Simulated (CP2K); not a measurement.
Two runs for the N K edge of aminoethylene. Run A: CP2K XAS_TDP, all-electron GAPW, PBEh(45%), aug-cc-pVDZ, TDA, no relativity. Run B differs in one setting.

First lines with a strength over 0.0015. A:

```
                    atom  energy (eV)  states  strength, one atom
N3 (bonded to C and 2 H)       397.93       1              0.0084
                               398.45       1              0.0132
                               398.76       1              0.0217
                               400.34       1              0.0046
                               400.49       1              0.0080
```

B:

```
                    atom  energy (eV)  states  strength, one atom
N3 (bonded to C and 2 H)       390.44       1              0.0043
                               390.80       1              0.0083
                               391.21       1              0.0092
                               392.33       1              0.0040
                               392.68       1              0.0051
```

Which was it: the basis, scalar relativity switched on, the functional, GW2X switched on?

The functional (functional from PBEh(45%) to PBE0; the lines alone don't name the new value). A functional moves all lines by electronvolts and changes their spacings and strengths. Against PBEh(45%) in aug-cc-pVDZ, the leading line moves by -7.49 eV, to 390.44 eV; the strength of N3's goes from 0.0084 to 0.0043. The next line of N3 over the strength cut lies 0.36 eV higher, against 0.52.

[Banner, clock and machine lines of the logs are left out without a mark of their own.]

[Logs are printed without paths, hosts, clocks, repeated set-up lines and the standing remarks that a program may print on its own settings, such as how far it seeks lower states.]

[Hosts, paths, dates, database ids (printed as entryN), source tags and the programs' standing remarks are cut or masked in the printed files.]
